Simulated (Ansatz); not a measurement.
# A frame of liquid Na2CO3 from 1140 K (192 atoms): geometry optimisation, part 3 of 3

Aim: bring a frame of liquid Na2CO3 from 1140 K (192 atoms) to a nearby minimum of the energy and see what moves.

Ansatz 0.2.0; Kohn-Sham DFT, r2SCAN, PAW (set soft_2), plane waves.

The cell: 32 C, 96 O and 64 Na. The network of bonds at the start is that of the classical potential that made the cell. The Brillouin zone is sampled at Γ only, in a cell whose shortest periodic width is 14 Å.

So far, density (g/cm³): step 4 (local order after relaxation) 1.97.

## Step 5: Single point at the relaxed geometry

The electronic structure is read at the final geometry, in a run of its own.

Input file input.yaml:

```yaml
crystal:
  lattice:
    - [14.19262, 0.0, 0.0]
    - [0.0, 14.19262, 0.0]
    - [0.0, 0.0, 14.19262]
  atoms:
    - { symbol: C, position: [0.48872, 0.98792, 0.58868] }
    - { symbol: O, position: [0.3994, 0.98467, 0.60239] }
    - { symbol: O, position: [0.53113, 0.06912, 0.58424] }
    - { symbol: O, position: [0.53805, 0.91206, 0.58064] }
    - { symbol: C, position: [0.95348, 0.26002, 0.35788] }
    - { symbol: O, position: [0.02341, 0.30359, 0.31888] }
    - { symbol: O, position: [0.91765, 0.29258, 0.43536] }
    - { symbol: O, position: [0.91961, 0.18585, 0.31868] }
    - { symbol: C, position: [0.19181, 0.4987, 0.80971] }
    - { symbol: O, position: [0.23258, 0.41938, 0.79363] }
    - { symbol: O, position: [0.21837, 0.57493, 0.76683] }
    - { symbol: O, position: [0.12449, 0.5032, 0.87113] }
    - { symbol: C, position: [0.8057, 0.59438, 0.94482] }
    - { symbol: O, position: [0.80919, 0.6314, 0.02825] }
    - { symbol: O, position: [0.85374, 0.52075, 0.92512] }
    - { symbol: O, position: [0.75405, 0.63476, 0.88109] }
    - { symbol: C, position: [0.95667, 0.32073, 0.72885] }
    - { symbol: O, position: [0.89612, 0.33639, 0.66213] }
    - { symbol: O, position: [0.04384, 0.3077, 0.71009] }
    - { symbol: O, position: [0.92637, 0.31876, 0.81522] }
    - { symbol: C, position: [0.78048, 0.78404, 0.17402] }
    - { symbol: O, position: [0.72231, 0.72815, 0.21585] }
    - { symbol: O, position: [0.8695, 0.77925, 0.19482] }
    - { symbol: O, position: [0.75063, 0.84512, 0.11346] }
    - { symbol: C, position: [0.15323, 0.06658, 0.6286] }
    - { symbol: O, position: [0.10368, 0.03361, 0.69787] }
    - { symbol: O, position: [0.12949, 0.04677, 0.54327] }
    - { symbol: O, position: [0.22672, 0.11776, 0.64475] }
    - { symbol: C, position: [0.43061, 0.48223, 0.92761] }
    - { symbol: O, position: [0.37227, 0.55042, 0.94317] }
    - { symbol: O, position: [0.42761, 0.4071, 0.98042] }
    - { symbol: O, position: [0.48983, 0.48638, 0.85903] }
    [... 154 atom lines left out ...]
    - { symbol: Na, position: [0.53153, 0.31985, 0.89005] }
    - { symbol: Na, position: [0.31048, 0.453, 0.65482] }
    - { symbol: Na, position: [0.78382, 0.18967, 0.41705] }
    - { symbol: Na, position: [0.22217, 0.12229, 0.06298] }
    - { symbol: Na, position: [0.98052, 0.44395, 0.37966] }
    - { symbol: Na, position: [0.42702, 0.84098, 0.70338] }
kpoints:
  mp_grid: { grid: [1, 1, 1] }
hamiltonian:
  xc: r2scan
scf:
  occupations: { method: fixed }
output:
  forces: true
  stress: true
  populations: true
  dos:
    method: { smearing: { sigma: 0.08 } }
    de: 0.1
    projected: { site_lists: { C: [C], Na: [Na], O: [O] } }
  eigenvalues: true
  write_density: true
  write_potential: true
  volumetric_format: npy
```

Launch:

```bash
ansatz run input.yaml --threads 8 --pin off --max-ram 15872MiB --backend cpu --events-out ev --progress --plain --runs-dir out
```

Output:

```text
[...]
Crystal: 192 atoms, lattice volume = 2858.826 Å³
Basis set: ecut = 500 eV, 72599 PW (Γ), exchange–correlation on 432×432×432 points (64 copies of the dense FFT grid, shifted against one another)
Bands: 832, of which v1, the nominal top of the filled ones, is band 640 counted from 1 (639 counted from 0)
Symmetry: 1 space group operations
[...]
k-points: 1
[...]
SCF iter   1: F=—  HF=-158003.102128 eV  |F-HF|=—  |Δ(HF+E_count)|=         —  Δρ=9.77e-3  dr2=2.07e0  dr2_τ=1.57e1  ethr=1.77e-3  ⟨swp⟩=5.0  Hψ=2526  notcnv=0  defer=190
[...]
SCF iter  10: F=-158005.619425 eV  HF=-158005.619425 eV  |F-HF|=1.03e-7  |Δ(HF+E_count)|=   4.34e-7  Δρ=1.13e-6  dr2=4.21e-8  dr2_τ=4.51e-9  ethr=7.81e-12  ⟨swp⟩=17.0  Hψ=6751  notcnv=0
SCF 1 converged in 10 iterations: F = -158005.619425 eV  dr2 = 4.21e-8
[...]
WARN: The input density's exchange-correlation potential varies sharply where the density is thin. Do not read a vacuum level from v_tot or v_xc, or from such a field of the output density. On a cell that repeats whose density bears no net charge and no dipole along the vacuum's axis use v_es (v_loc + v_h of the components); [...]
SCF converged after 10 iterations
Free energy (F): -158005.619425 eV
[...]
Internal energy: -158005.619425 eV  (E = F + TS)
E sigma→0 (E₀):  -158005.619425 eV
Fermi energy:    1.710949 eV
[...]
--- Forces (eV/Å), atoms counted from 1 ---
  atom   1  C     -0.01719046     0.00754555     0.01735341
  atom   2  O      0.00463102     0.00328346     0.00215966
  atom   3  O      0.00179639     0.00238226    -0.00576156
  atom   4  O      0.00616918    -0.00271439    -0.00644082
  atom   5  C     -0.02299521    -0.01216143     0.01178368
  atom   6  O      0.00668923     0.00238162    -0.00387008
  atom   7  O     -0.00047063    -0.00151838    -0.00947895
  atom   8  O      0.00384639     0.02349534    -0.00210596
  atom   9  C      0.00203513     0.00674646    -0.01421208
  atom  10  O      0.00763724    -0.01785161     0.00268822
  atom  11  O      0.00349289    -0.00688789    -0.00144425
  atom  12  O     -0.00431619     0.00201700     0.00723835
  atom  13  C     -0.00185714    -0.02168695    -0.01689658
  atom  14  O     -0.00295825     0.00348035     0.00021565
[...]
atom 191  Na     0.00565811     0.00257173     0.00056533
  atom 192  Na    -0.00162790    -0.00403279     0.00347406
  max |Σ_I F_I| component: 2.01e-4 eV/Å
--- Stress (GPa, compression-positive) ---
       -1.628814       0.386031      -0.013675
        0.386031      -1.318580       0.269270
       -0.013675       0.269270      -0.923743
  P = ⅓ Tr σ = -1.2904 GPa (-12.904 kbar)
--- Band table (eV) ---
[...]
--- Löwdin populations: 192 sites ---
  site symbol       q [e]
     0      C      3.3041
     1      O      6.6630
     2      O      6.7088
[...]
191     Na      8.2019
  spilling = 0.006289 (of n_electrons = 1280.000000)
```

Run time: 1.9 min. Hardware: 8 threads of Arm Neoverse V2, shared host; peak memory 9.7 GiB.

The program notes that the exchange-correlation potential is rough where the density is thin.

Numbers from this run:

- free energy: -158005.6194 eV
- free energy per atom: -822.9459 eV/atom
- SCF cycles: 10
- pressure: -1.29 GPa
- r.m.s. force component: 0.01074 eV/Å
- longest force: 0.05704 eV/Å
- Fermi energy: 1.711 eV
- gap (highest filled to lowest empty level): 3.703 eV
- spilling of the projection: 0.006289

Löwdin charges by element and coordination (they lack the spilled electrons, 0.042 e an atom on average):

```
element  coordination  atoms  mean charge (e)  spread   least    most
      C           all     32            0.698  0.0134   0.670   0.720
     Na           all     64            0.802  0.0105   0.778   0.833
     Na             4     14            0.812   0.009   0.800   0.833
     Na             5     27            0.802  0.0092   0.786   0.823
     Na             6     21            0.797  0.0075   0.782   0.814
     Na             7      2            0.785  0.0066   0.778   0.792
      O           all     96           -0.684  0.0147  -0.714  -0.648
      O             3      2           -0.666  0.0027  -0.669  -0.663
      O             4     52           -0.680  0.0153  -0.712  -0.648
      O             5     39           -0.688  0.0127  -0.714  -0.654
      O             6      3           -0.687  0.0071  -0.696  -0.679
```

States in the cell by windows of 1 eV, zero at the Fermi level; the larger projections on atomic orbitals stand beside the total:

```
from (eV)  to (eV)  total    O p   C p   O s
      -10       -9    0.0    0.0   0.0   0.0
       -9       -8   35.5   19.8   0.1   9.7
       -8       -7   28.4   15.9   0.1   8.3
       -7       -6  122.6   80.7  24.7  13.3
       -6       -5   69.4   43.5  19.5   5.2
       -5       -3    0.0    0.0   0.0   0.0
       -3       -2  117.2  110.8   0.2   0.3
       -2       -1  138.8  135.8   0.1   0.1
       -1        0   62.8   62.1   0.0   0.0
        0        1    1.2    1.2   0.0   0.0
        1        3    0.0    0.0   0.0   0.0
        3        4    2.0    0.0   0.0   0.4
        4        5   13.1    0.6   0.3   1.3
```

The curve was stored every 0.10 eV, coarse against its broadening of 0.08 eV, so these counts are rough.

With fixed occupations the program's Fermi level is the highest filled level; weight inside the gap is the broadening of levels at its edges.

Between -26 and -10 eV lie 576 more states.

About 129 of the 1280 electrons lie in deeper levels, below the stored range.

The levels nearest the highest filled one (over half full), pooled over k-points and spins:

```
level less the highest filled one (eV)  occupation
                                 -0.26           2
                                -0.243           2
                                -0.202           2
                                -0.162           2
                                -0.138           2
                                     0           2
                                  3.70           0
                                  4.29           0
                                  4.42           0
                                  4.46           0
                                  4.62           0
                                  4.74           0
```

Electrostatic potential energy in the ac plane at fractional y = 0.306, with atoms of O and C and Na within 0.2 Å of it. With pseudopotentials it is smooth inside the atoms' cores, unlike the true potential.

Values in eV, 13 rows by 16 columns, each cell a mean:
```
  5   4   5   6 -11 -23   3   4  -4   1   5   6   7   6   3   4
  2 -26  -2   6  -2  -9   4   0 -32  -7   4   6   6   7   1   2
  4   0   3   5   6   6   4   1   0   5   6   5   5   6 -19 -19
-30 -10  -1 -19   3   0 -10  -7 -30   1   6   5   5   5  -9 -36
 -2   3   3  -3   4   0  -4   7   6   6   5   5   6   4 -16   1
-27  -3   6   7   6   6   7   8   6   4   4   5   3   4   7   2
 -6   2   6   5  -1   2   6   5 -31 -18 -11   1   4   4  -2   1
  6   7   6   2 -23  -5   6   6   1   2 -20 -17   7   6 -22 -11
-28   3   7   6   5   6   7   5   5   6   6   6   6   7   2 -11
 -5   6   7   7   4   4   6  -5   6   6   5   5   6   7   5   2
  0   7   7   5 -16 -29   3   4   5   6   0  -3  -7   4  -5 -32
  3 -10 -15   1   2  -2   5   1 -16   2 -13 -20 -30  -4   3  -8
 -1 -15 -18 -10   5   5   6   5   2   4   7   7   5   5   6   6
```
Columns run along a (14.2 Å; values clipped at the 3rd and 97th percentile), rows up along c (14.2 Å). Atoms in or near the plane, at fractional coordinates: O at (0.02, 0.32), O at (0.92, 0.44), O at (0.04, 0.71), O at (0.93, 0.82), O at (0.53, 0.48), O at (0.68, 0.43), C at (0.12, 0.07), O at (0.68, 0.13), Na at (0.32, 0.93), Na at (0.32, 0.18), Na at (0.96, 0.17), Na at (0.53, 0.89).

Valence density in the ac plane at fractional y = 0.306, with atoms of O and C and Na within 0.2 Å of it. It is the smooth field of the valence electrons, not physical close to the nuclei.

Ten steps, logarithmic in the rise over the least value, from '0' (0 e/Å³) to '9' (14 e/Å³), each cell a mean:
```
1121100111136631000000000000000000000000
0011100000269961000156520000000000000000
0147741000136630000489840000000000011211
1147741000000000000146510000000000136653
1112210000000000111122110000000000247764
4443100121000012233456521000000000124554
6786312675201345443578631000000001234555
5775212565101467532345420000000002466544
2222000110001244320011100000000001456421
4541000000000001000000000000000000122211
8973001110000000000122211100000000000003
5651000100000000001367653322100010011112
1000000000243100001468754455431000246642
1000000001687300000234433578742001357763
3221000001355200000001001356531000135543
6753100001111000000000000111100000012345
7863100001111000112210000000000000001235
4431000000110001245431000000000000000012
1100000000136531234431000001100110001343
3000110000279961111110001244433322114898
3112332111147741000134211478755543213787
1223554443210000000367411356544555311111
3455555565310000000123100112112344310001
3454333444210000000000000000000111100001
```
Columns run along a (14.2 Å), rows up along c (14.2 Å). Atoms in or near the plane, at fractional coordinates: O at (0.02, 0.32), O at (0.92, 0.44), O at (0.04, 0.71), O at (0.93, 0.82), O at (0.53, 0.48), O at (0.68, 0.43), C at (0.12, 0.07), O at (0.68, 0.13), Na at (0.32, 0.93), Na at (0.32, 0.18), Na at (0.96, 0.17), Na at (0.53, 0.89).

Mean Löwdin charges: C +0.70, Na +0.80, O -0.68 e (they miss 0.63 % of the electrons, so they add up to more than the cell's charge).

The surroundings of O66, picked at random, nearest first, numbered as they follow in the input and with coordinates relative to it.

```
 atom      x      y      z  distance (Å)  bonds  Löwdin charge (e)
  O66   0.00   0.00   0.00          0.00      4              -0.70
  C65   0.04  -1.29  -0.03          1.29      3               0.72
Na138  -0.12   1.75   1.31          2.18      4               0.81
  O67  -0.95  -1.92  -0.56          2.22      4              -0.69
  O68   1.02  -1.96   0.48          2.26      4              -0.69
Na179   1.50   1.27  -1.27          2.34      6               0.80
Na134  -2.55  -0.20  -0.08          2.56      5               0.80
  O27   1.92   2.57   0.60          3.26      4              -0.69
```

The column of bonds counts only the pairs O-Na within 2.93 Å, O-C within 1.73 Å; other neighbours, such as metal atoms beside each other in a compound, aren't counted, and periodic images can show an atom twice.

## Step 6: Outcome

```
energy change in the relaxation                  : -182.3 meV/atom
r.m.s. displacement                              : 0.881 Å
largest displacement                             : 2.078 Å
free energy per atom                             : -822.9459 eV/atom
pressure                                         : -1.29 GPa
r.m.s. force component                           : 0.01074 eV/Å
gap (highest filled to lowest empty level) : 3.703 eV
wall time of the 3 DFT runs                      : 47 min
```

Relaxation lowers the energy by 182 meV/atom and moves atoms by 0.88 Å r.m.s.; the r.m.s. force component goes from 2.0 to 0.011 eV/Å, the pressure goes from 0.45 to -1.3 GPa, and the gap from 2.11 to 3.70 eV. By the final cutoffs 57 of 404 bonded pairs parted and 80 joined. From the first step to the last the energy fell by 34.992 eV, and the largest move was 2.08 Å (O35). The O-Na bonds change most in mean length: from 2.518 Å (spread 0.203) to 2.421 Å (spread 0.131), and their number from 308 to 331. Counting bonds as in the table, all C atoms have 3, 42 % of Na atoms have 5 and 54 % of O atoms have 4 bonded neighbours. Between filled and empty levels lie 3.70 eV (at Γ alone); a semilocal functional tends to put such gaps too low. In a disordered cell it changes from sample to sample and from frame to frame.

What to keep in mind: The network of bonds at the start is that of the classical potential that made the cell; in DFT 57 of its 404 bonded pairs passed out of the cutoffs and 80 came within them.

[Logs are printed without paths, hosts, clocks, repeated set-up lines and the standing remarks that a program may print on its own settings, such as how far it seeks lower states.]

[Hosts, paths, dates, database ids (printed as entryN), source tags and the programs' standing remarks are cut or masked in the printed files.]
